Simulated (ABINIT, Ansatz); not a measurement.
# InGaN2 (P3m1): G0W0 with ABINIT, start to end, part 3 of 3

Wanted: ground state, empty states, screening and self-energy for InGaN2 (P3m1).

ABINIT 10.8.3; LDA and many-body steps on it, plane waves. Known limits of the many-body steps: not at the basis limit; exchange with frozen shells missing; screening runs away on this mesh; no spin-orbit coupling; coarse k mesh.

So far. Step 3 (Bands along the symmetry lines): The gap is 0.252 eV, as in the run before at this level. Step 4 (Empty states on the mesh, 3×3×2 mesh, 74 bands): On this mesh the gap is 0.252 eV.

**5. Screening, 3×3×2 mesh, 68 bands, screening to 119.7 eV**

The RPA dielectric matrix is built and inverted for each q.

This step: RPA screening on LDA, plane waves, norm-conserving pseudopotentials.

File run.abi:

```
acell 3*1.0 Angstrom
rprim 
  3.399288205422 -0.000000000005 0.000000000000
  -1.699644102707 2.943869940683 0.000000000000
  0.000000000000 0.000000000000 5.551613000000
ntypat 3
znucl 49 31 7
natom 4
typat 1 2 3 3
xred 
  0.000000000000 0.000000000000 0.998402000000
  0.666666666667 0.333333333333 0.495356000000
  0.666666666667 0.333333333333 0.145617000000
  0.000000000000 0.000000000000 0.602224000000
pp_dirpath "pseudos"
pseudos "In.upf, Ga.upf, N.upf"
ecut 36
ngkpt 3 3 2
nshiftk 1
shiftk 0 0 0
kptopt 1
chksymbreak 0
istwfk *1
occopt 1
irdwfk 1
optdriver 3
nband 68
ecuteps 4.4
inclvkb 2
awtr 1
symchi 1
indata_prefix "in"
outdata_prefix "out"
tmpdata_prefix "tmp"
```

Run with:

```bash
OMP_NUM_THREADS=1 mpirun -n 4 abinit run.abi > log
```

Numbers of over 12 decimals in the logs are rounded to 6 here.

The log of the run:

```text
.Version 10.8.3 of ABINIT. v10.8.2 released Aug 2026.

 Symmetries : space group P3 m 1 (#156); Bravais hP (primitive hexag.)
[... echo of the input left out ...]
== DATASET  1 ==================================================================
-   mpi_nproc: 4, omp_nthreads: 1 (-1 if OMP is not activated)

--- !DatasetInfo
iteration_state: {dtset: 1, }
dimensions: {natom: 4, nkpt: 6, mband: 68, nsppol: 1, nspinor: 1, nspden: 1, mpw: 3882, }
cutoff_energies: {ecut:  36.0, pawecutdg:  -1.0, }
electrons: {nelect:   3.60000000E+01, charge:   0.00000000E+00, occopt:   1.00000000E+00, tsmear:   1.00000000E-02, }

 SCREENING: Calculation of the susceptibility and dielectric matrices

 Based on a program developped by R.W. Godby, V. Olevano, G. Onida, and L. Reining.
 Incorporated in ABINIT by V. Olevano, G.-M. Rignanese, and M. Torrent.
.Using double precision arithmetic ; gwpc =  8

[... cell and pseudopotentials left out ...]
--------------------------------------------------------------------------------

 ==== K-mesh for the wavefunctions ====
 Number of points in the irreducible wedge :     6
[... list of points left out ...]
 Together with  6 symmetry operations and time-reversal symmetry
 yields    18 points in the full Brillouin Zone.

 ==== Q-mesh for the screening function ====
 Number of points in the irreducible wedge :     6
[... list of points left out ...]
 Together with  6 symmetry operations and time-reversal symmetry
 yields    18 points in the full Brillouin Zone.

 setmesh: FFT mesh size selected  =    24x   24x   40
          total number of points  =        23040

 vcoul_init : cutoff-mode = AUXILIARY_FUNCTION
 q-points for optical limit:   1
     1)      0.000010    0.000020    0.000030

- screening: taking advantage of time-reversal symmetry
- Maximum band index for partially occupied states nbvw = 18
- Remaining bands to be divided among processors   nbcw = 50
- Number of bands treated by each node ~12

 Number of electrons calculated from density =   36.0000; Expected =   36.0000
 average of density, n =  0.096024
 r_s =    1.3547
 omega_plasma =   29.8914 [eV]

 calculating chi0 at frequencies [eV] :
  1    0.000000E+00    0.000000E+00
  2    0.000000E+00    2.989136E+01

--------------------------------------------------------------------------------
  q-point number  1        q = ( 0.000000, 0.000000, 0.000000) [r.l.u.]
--------------------------------------------------------------------------------
[... chi0 elements left out ...]
 For q-point:  0.000010 0.000020 0.000030
  dielectric constant = 562.3465
  dielectric constant without local fields = 707.8640

  Average fulfillment of the sum rule on Im[epsilon] for q-point    1 :     46.31  [%]
[... wings left out ...]
  q-point number  2        q = ( 0.333333, 0.000000, 0.000000) [r.l.u.]
--------------------------------------------------------------------------------
[... chi0 elements left out ...]
  Average fulfillment of the sum rule on Im[epsilon] for q-point    2 :     54.29  [%]

 [... 4 further q-points ...]
```

It took 12 s on 4 MPI ranks of Arm Neoverse V1, shared host; peak memory 0.61 GiB; 47 s of CPU time.

Numbers from this step:

| Item | Value |
| --- | --- |
| ε∞ with local fields, on this mesh, along the program's q direction | 562.3 |
| the same without local fields | 707.9 |
| plasma frequency | 29.89 eV |
| plane waves in the screening matrix | 147 |

Local fields lower ε∞ by 21 %. The value itself is an artefact of the mesh, where one narrow direct gap carries too much weight.

**6. Self-energy, 3×3×2 mesh, 68 bands, screening to 119.7 eV**

The self-energy is evaluated for the states that the input lists, and the levels follow from it, in one-shot runs by the linearised quasiparticle equation.

This step: G0W0 on LDA, plane waves, norm-conserving pseudopotentials.

run.abi: that of step 5 with these lines changed.

```diff
@@ -25,8 +25,15 @@
 irdwfk 1
-optdriver 3
+optdriver 4
 nband 68
+gwcalctyp 0
+ecutsigx 36
+symsigma 1
+nkptgw 1
+kptgw 
+  0.0000000000 0.0000000000 0.0000000000
+bdgw 
+  17 20
 ecuteps 4.4
-inclvkb 2
-awtr 1
-symchi 1
+irdscr 1
+ppmodel 1
 indata_prefix "in"
```

The log of the run:

```text
.Version 10.8.3 of ABINIT. v10.8.2 released Aug 2026.

 Symmetries : space group P3 m 1 (#156); Bravais hP (primitive hexag.)
[... echo of the input left out ...]
== DATASET  1 ==================================================================
-   mpi_nproc: 4, omp_nthreads: 1 (-1 if OMP is not activated)

--- !DatasetInfo
iteration_state: {dtset: 1, }
dimensions: {natom: 4, nkpt: 6, mband: 68, nsppol: 1, nspinor: 1, nspden: 1, mpw: 3882, }
cutoff_energies: {ecut:  36.0, pawecutdg:  -1.0, }
electrons: {nelect:   3.60000000E+01, charge:   0.00000000E+00, occopt:   1.00000000E+00, tsmear:   1.00000000E-02, }

 SIGMA: Calculation of the GW corrections

 Based on a program developped by R.W. Godby, V. Olevano, G. Onida, and L. Reining.
 Incorporated in ABINIT by V. Olevano, G.-M. Rignanese, and M. Torrent.
.Using double precision arithmetic ; gwpc =  8

[... cell and pseudopotentials left out ...]
--------------------------------------------------------------------------------

 ==== K-mesh for the wavefunctions ====
 Number of points in the irreducible wedge :     6
[... list of points left out ...]
 Together with  6 symmetry operations and time-reversal symmetry
 yields    18 points in the full Brillouin Zone.

 ==== Q-mesh for screening function ====
 Number of points in the irreducible wedge :     6
[... list of points left out ...]
 Together with  6 symmetry operations and time-reversal symmetry
 yields    18 points in the full Brillouin Zone.

 vcoul_init : cutoff-mode = AUXILIARY_FUNCTION
 q-points for optical limit:   1
     1)      0.000010    0.000020    0.000030
 setmesh: FFT mesh size selected  =    30x   30x   60
          total number of points  =        54000

 Number of electrons calculated from density =   36.0000; Expected =   36.0000
 average of density, n =  0.096024
 r_s =    1.3547
 omega_plasma =   29.8914 [eV]

 === KS Band Gaps ===
  >>>> For spin  1
   Minimum direct gap =   0.2521 [eV], located at k-point      :   0.0000  0.0000  0.0000
   Fundamental gap    =   0.2521 [eV], Top of valence bands at :   0.0000  0.0000  0.0000
                                       Bottom of conduction at :   0.0000  0.0000  0.0000
 SIGMA fundamental parameters:
 PLASMON POLE MODEL  1
 number of plane-waves for SigmaX                 3863
 number of plane-waves for SigmaC and W            147
 number of plane-waves for wavefunctions          3863
 number of bands                                    68
 number of independent spin polarizations            1
 number of spinorial components                      1
 number of k-points in IBZ                           6
 number of q-points in IBZ                           6
 number of symmetry operations                       6
 number of k-points in BZ                           18
 number of q-points in BZ                           18
 number of frequencies for dSigma/dE                 9
 frequency step for dSigma/dE [eV]                0.25
 number of omega for Sigma on real axis              0
 max omega for Sigma on real axis  [eV]           0.00
 zcut for avoiding poles [eV]                     0.10

 EPSILON^-1 parameters (SCR file):
 dimension of the eps^-1 matrix on file            147
 dimension of the eps^-1 matrix used               147
 number of plane-waves for wavefunctions          3863
 number of bands                                    68
 number of q-points in IBZ                           6
 number of frequencies                               2
 number of real frequencies                          1
 number of imag frequencies                          1

 matrix elements of self-energy operator (all in [eV])

 Perturbative Calculation

--- !SelfEnergy_ee
iteration_state: {dtset: 1, }
kpoint     : [   0.000,    0.000,    0.000, ]
spin       : 1
KS_gap     :    0.252
QP_gap     :    0.225
Delta_QP_KS:   -0.028
data: !SigmaeeData |
     Band     E0 <VxcDFT>   SigX SigC(E0)      Z dSigC/dE  Sig(E)    E-E0       E
       17   5.012 -17.664 -20.594   3.845   0.774  -0.292 -16.956   0.708   5.720
       18   5.012 -17.664 -20.594   3.845   0.774  -0.292 -16.956   0.708   5.720
       19   5.265 -13.687  -9.627  -3.212   0.802  -0.247 -13.007   0.680   5.945
       20   8.093 -13.267  -8.238  -3.990   0.811  -0.233 -12.424   0.843   8.936

== END DATASET(S) ==============================================================
================================================================================

 -outvars: echo values of variables after computation  --------
           etotal      0.0000000000E+00
            nband          68
             nkpt           6
          spgroup         156
 [... the other variables as echoed above ...]

 Calculation completed.
```

It took 4.1 s on 4 MPI ranks; peak memory 0.21 GiB; 16 s of CPU time.

Numbers from this step:

```yaml
g0w0_gap_on_the_points_computed: 0.2250 eV
starting_gap_on_the_mesh: 0.2522 eV
k_of_the_valence_top: 0, 0, 0
k_of_the_conduction_bottom: 0, 0, 0
z_at_the_valence_top: 0.774
z_at_the_conduction_bottom: 0.802
least_direct_g0w0_gap_on_the_computed_points: 0.2250 eV
```

The gap on the mesh goes from 0.25 eV to 0.23 eV, a correction of −0.03 eV.

Limits: finite bands, cutoff and mesh; exchange with frozen shells missing; no spin-orbit coupling; coarse k mesh. v1 is the top filled band, c1 the lowest empty one. The levels before and after the correction (eV, zero at the valence-band top of each column):

|  | conduction bottom | valence top |
| --- | --- | --- |
| Kohn-Sham | 0.25 | 0.00 |
| G0W0 | 0.23 | 0.00 |

|  | level | energy (eV) |
| --- | --- | --- |
| Kohn-Sham | Γ v2-v1 | 0.000 |
| Kohn-Sham | Γ c1 | 0.252 |
| Kohn-Sham | Γ c2 | 3.080 |
| G0W0 | Γ v2-v1 | 0.000 |
| G0W0 | Γ c1 | 0.225 |
| G0W0 | Γ c2 | 3.216 |

**7. Where the time went**

Times are wall times on 4 MPI ranks of Arm Neoverse V1, shared host, good to a factor of about two.

| step | time | share | memory (GiB) |
| --- | --- | --- | --- |
| ground state | 36 s | 32 % | 0.34 |
| bands along the symmetry lines | 42 s | 38 % | 0.37 |
| empty states on the mesh | 19 s | 17 % | 0.29 |
| screening | 12 s | 10 % | 0.61 |
| self-energy | 4.1 s | 4 % | 0.21 |

**8. Outcome**

```json
{
  "LDA gap": "0.25 eV, direct",
  "G0W0 gap on the mesh": "0.23 eV",
  "GW settings": "3×3×2 mesh, 68 bands, screening to 119.7 eV, Godby-Needs plasmon pole",
  "known limits": "not at the basis limit; exchange with frozen shells missing; screening runs away on this mesh; no spin-orbit coupling; coarse k mesh"
}
```

**Reading.** G0W0 moves the gap on the mesh from 0.25 eV to 0.23 eV (−0.03 eV), with Z of 0.77 and 0.80 at the edges. Local fields lower the RPA ε∞ on this mesh from 707.86 to 562.35; a Γ-centred mesh this coarse tends to raise both, most where the direct gap is narrow, while a short band sum lowers them. Only 1 of the mesh's irreducible points was corrected, so a valley elsewhere could overtake. Bands and cutoff are finite, so the gap is not at the basis limit. The miss can reach some tenths of an eV and take either sign; the mesh is an error of its own. In the G0W0 run levels were corrected at 1 k point alone, so a gap called «on the mesh» is the least over those, and an edge elsewhere would be missed. The 3×3×2 mesh is coarse for this cell, which bears on the long-range parts of exchange and screening. The norm-conserving file of at least one element keeps a d shell over frozen s and p shells of the same row. Exchange with those shells is missing from the self-energy, an error of 0.3 to 0.9 eV in cases checked, whose sign depends on which edge lies on those atoms. On this mesh the RPA ε∞ passes 90, more than nearly any semiconductor shows; a coarse mesh does this where one point with a narrow direct gap carries much weight. The screening is then too strong, and the G0W0 gap should not be taken as the material's. The many-body steps are scalar-relativistic: spin-orbit coupling is not in them.

[Paths, hosts, dates, memory and timing lines, banners, echoed tables and standing remarks are left out of the program output.]

[Logs are printed without paths, hosts, clocks, repeated set-up lines and the standing remarks that a program may print on its own settings, such as how far it seeks lower states.]

[Runs of the session that timed out or met a known fault of the program may be left out.]

[Hosts, paths, dates, database ids (printed as entryN), source tags and the programs' standing remarks are cut or masked in the printed files.]

[G0W0 gaps are taken among the corrected bands and points alone; a level outside them can change the order at an edge.]

[Where Ansatz stands beside ABINIT at settings called matched, ABINIT's density can come from a denser mesh and the files from another edition; pairs whose starting gaps differed by over 0.03 eV were left out, so agreement reads better than it is.]
